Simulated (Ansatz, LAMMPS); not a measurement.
# Amorphous 61SiO2-39B2O3 (mol %) (106 atoms): geometry optimisation, part 2 of 2

Aim: bring amorphous 61SiO2-39B2O3 (mol %) (106 atoms) to a nearby minimum of the energy and see what moves.

Ansatz 0.2.0; Kohn-Sham DFT, PBE, PAW (set soft_2), plane waves.

The cell: 17 Si, 22 B and 67 O. The quench rate of 100 K/ps is orders of magnitude faster than experiment. The starting topology of bonds comes from the classical model. Sampling is at Γ alone, for a cell whose shortest periodic width is 11 Å.

So far. Step 4 (Cell and atoms relaxed): The relaxation changed the energy by -69.0 meV/atom, and atoms moved by 0.67 Å r.m.s., 2.1 Å at most.

## Step 6: Single point at the relaxed geometry

One more single point at the end of the walk gives the fuller output and checks the residual forces.

The input, input.yaml:

```yaml
crystal:
  lattice:
    - [10.97776, 0.35552, -0.56143]
    - [0.35552, 11.8865, -0.3503]
    - [-0.56143, -0.3503, 10.98997]
  atoms:
    - { symbol: Si, position: [0.01671, 0.93561, 0.32337] }
    - { symbol: Si, position: [0.06699, 0.68523, 0.34503] }
    - { symbol: Si, position: [0.97394, 0.50616, 0.51157] }
    - { symbol: Si, position: [0.27186, 0.3599, 0.75391] }
    - { symbol: Si, position: [0.71251, 0.26624, 0.49865] }
    - { symbol: Si, position: [0.55638, 0.32621, 0.70814] }
    - { symbol: Si, position: [0.47186, 0.93548, 0.6012] }
    - { symbol: Si, position: [0.55864, 0.86743, 0.25616] }
    - { symbol: Si, position: [0.37602, 0.43628, 0.23241] }
    - { symbol: Si, position: [0.22359, 0.29349, 0.02328] }
    - { symbol: Si, position: [0.41422, 0.05294, 0.36028] }
    - { symbol: Si, position: [0.56913, 0.58392, 0.77961] }
    - { symbol: Si, position: [0.12193, 0.58515, 0.741] }
    - { symbol: Si, position: [0.07242, 0.90544, 0.04103] }
    - { symbol: Si, position: [0.79709, 0.17092, 0.09145] }
    - { symbol: Si, position: [0.75505, 0.04666, 0.31921] }
    - { symbol: Si, position: [0.49194, 0.89274, 0.97492] }
    - { symbol: B, position: [0.49383, 0.23293, 0.23669] }
    - { symbol: B, position: [0.90565, 0.88415, 0.82992] }
    - { symbol: B, position: [0.67811, 0.65887, 0.30006] }
    - { symbol: B, position: [0.74075, 0.1891, 0.84339] }
    - { symbol: B, position: [0.61194, 0.3164, 0.08794] }
    - { symbol: B, position: [0.47308, 0.70377, 0.56383] }
    - { symbol: B, position: [0.73119, 0.48234, 0.41368] }
    - { symbol: B, position: [0.28277, 0.04885, 0.01678] }
    - { symbol: B, position: [0.31022, 0.61339, 0.39738] }
    - { symbol: B, position: [0.16582, 0.68208, 0.96111] }
    - { symbol: B, position: [0.8961, 0.20376, 0.67988] }
    - { symbol: B, position: [0.70875, 0.61532, 0.00205] }
    - { symbol: B, position: [0.38808, 0.67796, 0.91256] }
    - { symbol: B, position: [0.66199, 0.92502, 0.79678] }
    - { symbol: B, position: [0.23365, 0.97583, 0.67615] }
    - { symbol: B, position: [0.86951, 0.65082, 0.17823] }
    - { symbol: B, position: [0.05125, 0.30506, 0.36575] }
    - { symbol: B, position: [0.54374, 0.51239, 0.0891] }
    - { symbol: B, position: [0.16693, 0.10759, 0.378] }
    - { symbol: B, position: [0.09142, 0.81324, 0.71615] }
    - { symbol: B, position: [0.02054, 0.27054, 0.13426] }
    - { symbol: B, position: [0.13196, 0.17796, 0.66738] }
    - { symbol: O, position: [0.39726, 0.63199, 0.49455] }
    - { symbol: O, position: [0.25704, 0.33599, 0.89527] }
    - { symbol: O, position: [0.73651, 0.3002, 0.11209] }
    - { symbol: O, position: [0.54457, 0.66808, 0.66734] }
    - { symbol: O, position: [0.29002, 0.65623, 0.97226] }
    - { symbol: O, position: [0.94323, 0.18317, 0.12354] }
    - { symbol: O, position: [0.45579, 0.52476, 0.16873] }
    - { symbol: O, position: [0.5679, 0.41027, 0.02764] }
    - { symbol: O, position: [0.55553, 0.86111, 0.10877] }
    - { symbol: O, position: [0.71783, 0.15018, 0.41411] }
    - { symbol: O, position: [0.5916, 0.27461, 0.57423] }
    - { symbol: O, position: [0.02387, 0.92612, 0.17574] }
    - { symbol: O, position: [0.78452, 0.90155, 0.78998] }
    - { symbol: O, position: [0.75212, 0.13355, 0.95077] }
    - { symbol: O, position: [0.61494, 0.60089, 0.07515] }
    - { symbol: O, position: [0.11919, 0.77352, 0.0255] }
    - { symbol: O, position: [0.65847, 0.55455, 0.34162] }
    - { symbol: O, position: [0.9557, 0.93128, 0.93996] }
    - { symbol: O, position: [0.31115, 0.50761, 0.33946] }
    - { symbol: O, position: [0.23854, 0.4933, 0.72943] }
    - { symbol: O, position: [0.82636, 0.52278, 0.49009] }
    - { symbol: O, position: [0.01743, 0.8134, 0.37967] }
    - { symbol: O, position: [0.0869, 0.19759, 0.39958] }
    - { symbol: O, position: [0.01258, 0.15798, 0.6733] }
    - { symbol: O, position: [0.09149, 0.61362, 0.88316] }
    - { symbol: O, position: [0.03747, 0.6022, 0.44682] }
    - { symbol: O, position: [0.66834, 0.94193, 0.32371] }
    - { symbol: O, position: [0.39208, 0.99923, 0.98435] }
    - { symbol: O, position: [0.48473, 0.8114, 0.52982] }
    - { symbol: O, position: [0.83876, 0.26938, 0.59065] }
    - { symbol: O, position: [0.18199, 0.9883, 0.02652] }
    - { symbol: O, position: [0.63272, 0.24916, 0.81218] }
    - { symbol: O, position: [0.70401, 0.37122, 0.4092] }
    - { symbol: O, position: [0.4251, 0.78483, 0.9068] }
    - { symbol: O, position: [0.13541, 0.99922, 0.38854] }
    - { symbol: O, position: [0.21681, 0.68967, 0.35817] }
    - { symbol: O, position: [0.68674, 0.6199, 0.87704] }
    - { symbol: O, position: [0.99492, 0.64682, 0.21033] }
    - { symbol: O, position: [0.45735, 0.03552, 0.50449] }
    [... 22 atom lines left out ...]
    - { symbol: O, position: [0.00745, 0.52862, 0.65857] }
    - { symbol: O, position: [0.7489, 0.08248, 0.1784] }
    - { symbol: O, position: [0.28165, 0.12338, 0.34779] }
    - { symbol: O, position: [0.07577, 0.295, 0.03338] }
    - { symbol: O, position: [0.97664, 0.81523, 0.75554] }
    - { symbol: O, position: [0.8952, 0.00626, 0.362] }
kpoints:
  mp_grid: { grid: [1, 1, 1] }
hamiltonian:
  xc: pbe
scf:
  occupations: { method: fermi_dirac, width: 0.025 }
output:
  forces: true
  stress: true
  populations: true
  dos:
    method: { smearing: { sigma: 0.08 } }
    de: 0.05
    projected: { site_lists: { B: [B], O: [O], Si: [Si] } }
  eigenvalues: true
  write_density: true
  write_potential: true
  volumetric_format: npy
```

Command:

```bash
ansatz run input.yaml --threads 4 --pin off --max-ram 8192MiB --backend cpu --events-out ev --progress --plain --runs-dir out
```

Run time: 26 s. Hardware: 4 threads of Arm Neoverse V1, shared host; peak memory 1.8 GiB.

The program notes that the exchange-correlation potential is rough where the density is thin.

The run gave:

```yaml
free_energy: -52358.1323 eV
free_energy_per_atom: -493.9446 eV/atom
scf_cycles: 9
pressure: 0.006053 GPa
r_m_s_force_component: 0.0044 eV/Å
longest_force: 0.01752 eV/Å
fermi_energy: 3.726 eV
spacing_of_highest_filled_and_lowest_empty_level: 5.509 eV
spilling_of_the_projection: 0.01176
```

Löwdin charges by element (they lack the spilled electrons, 0.059 e an atom on average):

```
element  coordination  atoms  mean charge (e)  spread   least    most
      B           all     22            0.679  0.0143   0.657   0.709
      O           all     67           -0.586   0.141  -0.797  -0.364
     Si           all     17             1.80  0.0057    1.79    1.81
```

Charge against the make-up of the first shell:

```
Si neighbours of O  atoms  mean charge (e)
                 0     16           -0.384
                 1     34           -0.581
                 2     17           -0.784
```

Density of states as counts of states in windows of 1 eV (from the Fermi level), total and the larger projections:

```
from (eV)  to (eV)  total   O p   B p  Si p
      -14      -13    0.0   0.0   0.0   0.0
      -13      -12    2.4   1.6   0.0   0.0
      -12      -11   23.6  16.4   0.9   0.4
      -11      -10   22.9  16.0   2.1   0.7
      -10       -9   32.2  22.8   4.3   2.2
       -9       -8   45.2  33.4   4.7   5.6
       -8       -7   13.2   9.6   1.9   1.2
       -7       -6   34.7  25.7   5.9   1.2
       -6       -5   63.0  53.9   3.0   2.5
       -5       -4   77.8  72.2   1.4   1.5
       -4       -3   77.2  74.5   0.6   0.6
       -3       -2    9.9   9.6   0.1   0.1
       -2        2    0.0   0.0   0.0   0.0
        2        3    2.0   0.1   0.0   0.0
        3        4   13.1   2.2   9.1   0.7
        4        5   30.4   4.5  13.3   2.9
```

Between -23 and -14 eV lie 134 more states.

The levels nearest the highest filled one (over half full), pooled over k-points and spins:

```
level less the highest filled one (eV)  occupation
                                -0.290           2
                                -0.241           2
                                -0.171           2
                                -0.143           2
                                -0.103           2
                                     0           2
                                  5.51           0
                                  6.14           0
                                  6.38           0
                                  6.40           0
                                  6.54           0
                                  6.61           0
```

Valence density in the bc plane at fractional x = 0.007, with atoms of Si and B and O within 0.2 Å of it. It is the smooth field of the valence electrons, not physical close to the nuclei.

Ten steps, logarithmic in the rise over the least value, from '0' (0.0 e/Å³) to '9' (6.8 e/Å³), each cell a mean:
```
210000012332100000001100111236775
210000001110000000122210001135775
100000000000000000133321001124543
000000000000000000133321123333221
000001100000000001122211246763210
000133321000000112222111368974210
002468752100001356643111357763110
002699963100002489963111234432100
002588752100002589963100011211000
001244421000012467642100000000000
000011100001233344432110000000000
000000000124665423455421000000000
000001111247997534688742123321100
211012333347987434688743357764222
321113444446654222466543479985333
321112333444321001233333468875323
321001123466421000123444345544223
210000113578741000146775322234554
310011224688641000258996311136776
310124445565420000257985210247997
310235665443210000124542100147886
100135555543100000001110001134553
100112334554200000000000111223332
200000123554200000000000112234553
```
Columns run along b (11.9 Å), rows up along c (11.0 Å). Atoms in or near the plane, at fractional coordinates: Si at (0.94, 0.32), B at (0.27, 0.13), O at (0.93, 0.18), O at (0.81, 0.38), O at (0.16, 0.67), O at (0.65, 0.21), O at (0.38, 0.46), O at (0.53, 0.66).

Electrostatic potential energy in the bc plane at fractional x = 0.007, with atoms of Si and B and O within 0.2 Å of it. With pseudopotentials it is smooth inside the atoms' cores, unlike the true potential.

Values in eV, 13 rows by 16 columns, each cell a mean:
```
  7   9   9   9   8   8   9   9   9   9   9   8   8   4 -12  -8
  8   9   9   9   9   9   9   9   9   8   8   9   8   5   3   5
  9   9   8   8   8   8   8   8   7   6   7   8  -4 -15   4   7
  9   6 -16  -4   7   8   8   7 -10  -1   5   7  -9 -17   5   8
  9   3 -29  -8   7   8   8  -2 -37  -9   7   7   5   5   7   9
  9   8   7   8   8   8   5 -12 -25  -1   7   8   8   8   8   9
  8   9   9   8   8  -5 -24 -26 -33 -18  -2   7   8   8   8   7
  4   8   8   5  -4 -17 -21   0  -1 -21 -12  -3 -12 -21  -4  -6
 -4   7   7   5 -12 -14   5   7   7   4 -14 -21 -14 -22 -32 -38
  1   7   8   6  -3 -25   2   9   8   1 -22  -6   5   3 -18 -21
  7   8   6  -3 -22 -13   6   9   9  -2 -28   0   8   6 -26 -24
  7   8   3 -11 -32  -5   7   9   9   9   8   9   8   4 -11  -6
  5   8   8   6   0   4   8   9   9   9   9   9   7  -1 -19  -7
```
Columns run along b (11.9 Å; values clipped at the 3rd and 97th percentile), rows up along c (11.0 Å). Atoms in or near the plane, at fractional coordinates: Si at (0.94, 0.32), B at (0.27, 0.13), O at (0.93, 0.18), O at (0.81, 0.38), O at (0.16, 0.67), O at (0.65, 0.21), O at (0.38, 0.46), O at (0.53, 0.66).

Mean Löwdin charges: B +0.68, O -0.59, Si +1.80 e (they miss 1.2 % of the electrons, so they add up to more than the cell's charge). The charge on O changes by -0.200 e for each Si neighbour that takes the place of another kind, on average. The largest share in the top eV of filled states is O p (98 % of the projected weight), and in the lowest eV of empty states B p (61 % of the projected weight).

The surroundings of O69, picked at random, nearest first, numbered as they follow in the input and with coordinates relative to it.

```
atom      x      y      z  distance (Å)  bonds  Löwdin charge (e)
 O69   0.00   0.00   0.00          0.00      2              -0.59
 B28   0.56  -0.79   0.97          1.37      3               0.70
 Si5  -1.34  -0.05  -0.94          1.63      4               1.79
 O63   1.82  -1.29   0.85          2.39      2              -0.36
 O96  -0.12  -1.18   2.10          2.41      2              -0.38
 O49  -1.27  -1.40  -1.83          2.63      2              -0.79
 O72  -1.34   1.23  -1.95          2.67      2              -0.58
 O50  -2.70  -0.02  -0.04          2.70      2              -0.78
 O82   2.13   1.47  -1.63          3.06      2              -0.57
 O60   0.01   3.04  -1.19          3.27      2              -0.59
 B21  -1.25  -1.08   2.86          3.30      3               0.67
 B24  -1.01   2.56  -1.96          3.37      3               0.67
 B39   3.14  -1.01   0.71          3.38      3               0.68
```

The column of bonds counts only the pairs O-B within 1.77 Å, O-Si within 2.02 Å; other neighbours, such as metal atoms beside each other in a compound, aren't counted, and periodic images can show an atom twice.

## Step 7: Functional HSE06

HSE06 mixes in a quarter of exact exchange at short range, which counters self-interaction, at a higher cost.

This step: Kohn-Sham DFT, HSE06, PAW (set soft_2), plane waves (Ansatz 0.2.0).

Changes to input.yaml since step 6:

```diff
@@ -10,3 +10,3 @@
 hamiltonian:
-  xc: pbe
+  xc: hse06
 scf:
@@ -22,4 +22 @@
   eigenvalues: true
-  write_density: true
-  write_potential: true
-  volumetric_format: npy
```

Run time: 6.2 min. Hardware: 4 threads; peak memory 4.4 GiB.

The program notes that the exchange threshold is loose for the stress and the SCF threshold is loose for the stress.

Geometry and reference: those of the single point at the relaxed geometry.

Forces differ from those of the single point at the relaxed geometry by 172 meV/Å r.m.s.; the pressure by -4.4 GPa and the gap by +1.8 eV. It took 6.2 min and 15 cycles; the reference's time can't be set against it, since the two runs asked for unlike analyses.

Numbers from this run:

* free energy: -52361.4700 eV
* free energy per atom: -493.9761 eV/atom
* SCF cycles: 15
* pressure: -4.418 GPa
* r.m.s. force component: 0.1724 eV/Å
* longest force: 0.5735 eV/Å
* Fermi energy: 3.261 eV
* gap (highest filled to lowest empty level): 7.312 eV
* spilling of the projection: 0.01197

Length of the force by element:

```
element  coordination  atoms  mean length of the force (eV/Å)  spread   least    most
      B           all     22                           0.0407  0.0152  0.0076  0.0687
      O           all     67                            0.357   0.111  0.0719   0.574
     Si           all     17                           0.0537  0.0271   0.012   0.115
```

Löwdin charges by element (they lack the spilled electrons, 0.061 e an atom on average):

```
element  coordination  atoms  mean charge (e)  spread   least    most
      B           all     22            0.737  0.0147   0.714   0.767
      O           all     67           -0.619   0.138  -0.828  -0.403
     Si           all     17             1.86  0.0058    1.85    1.87
```

Charge against the make-up of the first shell:

```
Si neighbours of O  atoms  mean charge (e)
                 0     16           -0.421
                 1     34           -0.615
                 2     17           -0.814
```

Density of states as counts of states in windows of 1 eV (from the Fermi level), total and the larger projections:

```
from (eV)  to (eV)  total   O p  B p
      -14      -13   11.7   8.2  0.3
      -13      -12   20.6  14.5  1.0
      -12      -11   23.0  16.2  2.4
      -11      -10   32.8  23.5  4.5
      -10       -9   40.7  30.3  3.9
       -9       -8   13.5   9.8  2.1
       -8       -7   34.6  26.6  4.9
       -7       -6   60.6  52.6  2.7
       -6       -5   72.3  67.3  1.3
       -5       -4   80.3  77.5  0.5
       -4       -3   11.9  11.6  0.1
       -3        3    0.0   0.0  0.0
        3        4    2.0   0.1  0.0
        4        5   11.1   1.6  7.5
```

Between -26 and -14 eV lie 134 more states.

The levels nearest the highest filled one (over half full), pooled over k-points and spins:

```
level less the highest filled one (eV)  occupation
                                -0.276           2
                                -0.234           2
                                -0.172           2
                                -0.134           2
                                -0.111           2
                                     0           2
                                  7.31           0
                                  8.14           0
                                  8.39           0
                                  8.42           0
                                  8.57           0
                                  8.61           0
```

## Step 8: Functional r2SCAN (500 eV)

The meta-GGA r2SCAN uses the kinetic energy density as well as the density and its gradient. Besides, the cutoff goes from 420 to 500 eV.

This step: Kohn-Sham DFT, r2SCAN, PAW (set soft_2), plane waves (Ansatz 0.2.0).

Changes to input.yaml since step 7:

```diff
@@ -10,3 +10,3 @@
 hamiltonian:
-  xc: hse06
+  xc: r2scan
 scf:
```

Run time: 62 s. Hardware: 4 threads; peak memory 3.7 GiB.

Geometry and reference: those of the single point at the relaxed geometry.

Forces differ from those of the single point at the relaxed geometry by 135 meV/Å r.m.s.; the pressure by -4.1 GPa and the gap by +0.60 eV. It took 62 s and 9 cycles; the reference's time can't be set against it, since the two runs asked for unlike analyses.

## Step 9: Functional PBEsol

PBEsol restores the gradient expansion of exchange for slowly varying densities and usually gives shorter bonds in solids than PBE.

This step: Kohn-Sham DFT, PBEsol, PAW (set soft_2), plane waves (Ansatz 0.2.0).

Changes to input.yaml since step 8:

```diff
@@ -10,3 +10,3 @@
 hamiltonian:
-  xc: r2scan
+  xc: pbesol
 scf:
```

It took 25 s on 4 threads; peak memory 1.8 GiB; 97 s of CPU time.

Geometry and reference: those of the single point at the relaxed geometry.

Forces differ from those of the single point at the relaxed geometry by 58 meV/Å r.m.s.; the pressure by -2.2 GPa and the gap by -0.046 eV.

## Step 10: All settings compared

Each row is set against the single point at the relaxed geometry (Kohn-Sham DFT, PBE, PAW (set soft_2), plane waves; r.m.s. force component 0.0044 eV/Å). Times are for 4 threads of Arm Neoverse V1, shared host. The reference's time includes grids, which some other runs skip.

```
                       run  Δ force, r.m.s. (meV/Å)  Δ pressure (GPa)  Δ gap (eV)  cycles     time  host memory (GiB)
                 reference                        -                 -           -       9     26 s                1.8
          functional HSE06                      172             -4.42        1.80      15  6.2 min                4.4
functional r2SCAN (500 eV)                      135             -4.13       0.600       9     62 s                3.7
         functional PBEsol                     58.1             -2.21     -0.0465       9     25 s                1.8
```

## Step 11: Summary of results

| Item | Value |
| --- | --- |
| energy change in the relaxation | -69.04 meV/atom |
| r.m.s. displacement | 0.673 Å |
| largest displacement | 2.143 Å |
| free energy per atom | -493.9446 eV/atom |
| pressure | 0.006053 GPa |
| r.m.s. force component | 0.0044 eV/Å |
| gap (highest filled to lowest empty level) | 5.509 eV |
| wall time of the 6 DFT runs | 23 min |

Relaxation lowers the energy by 69.0 meV/atom and moves atoms by 0.67 Å r.m.s.; the r.m.s. force component goes from 0.67 to 0.0044 eV/Å. Displacements are taken in the final cell, so they leave out its strain. By the final cutoffs 1 of 135 bonded pairs parted and 0 joined. The cell shrank by 2.6 % in volume. First to last step the energy falls by 7.319 eV, across changes of basis; the largest move, 2.14 Å, is that of O47. The O-B bonds change most in mean length: from 1.402 Å (spread 0.024) to 1.375 Å (spread 0.008), and their number from 67 to 66. Counting bonds as in the table, all B atoms have 3, all O atoms have 2 and all Si atoms have 4 bonded neighbours. 100 % of the oxygens bridge two formers (Si and B) and 0 % are non-bridging. Filled and empty levels are parted by 5.51 eV (at Γ alone); a semilocal functional tends to put such gaps too low. In a disordered cell it changes from sample to sample, and tail or defect levels can set it.

Among the changes of functional, dispersion, potentials or spin set against this reference, functional HSE06 moves the forces most, by 172 meV/Å r.m.s. The gap changes by +1.80 eV with HSE06.

Caveats: The starting topology of bonds comes from the classical model; in DFT 1 of its 135 bonded pairs passed out of the cutoffs and 0 came within them.

[Logs are printed without paths, hosts, clocks, repeated set-up lines and the standing remarks that a program may print on its own settings, such as how far it seeks lower states.]

[Hosts, paths, dates, database ids (printed as entryN), source tags and the programs' standing remarks are cut or masked in the printed files.]
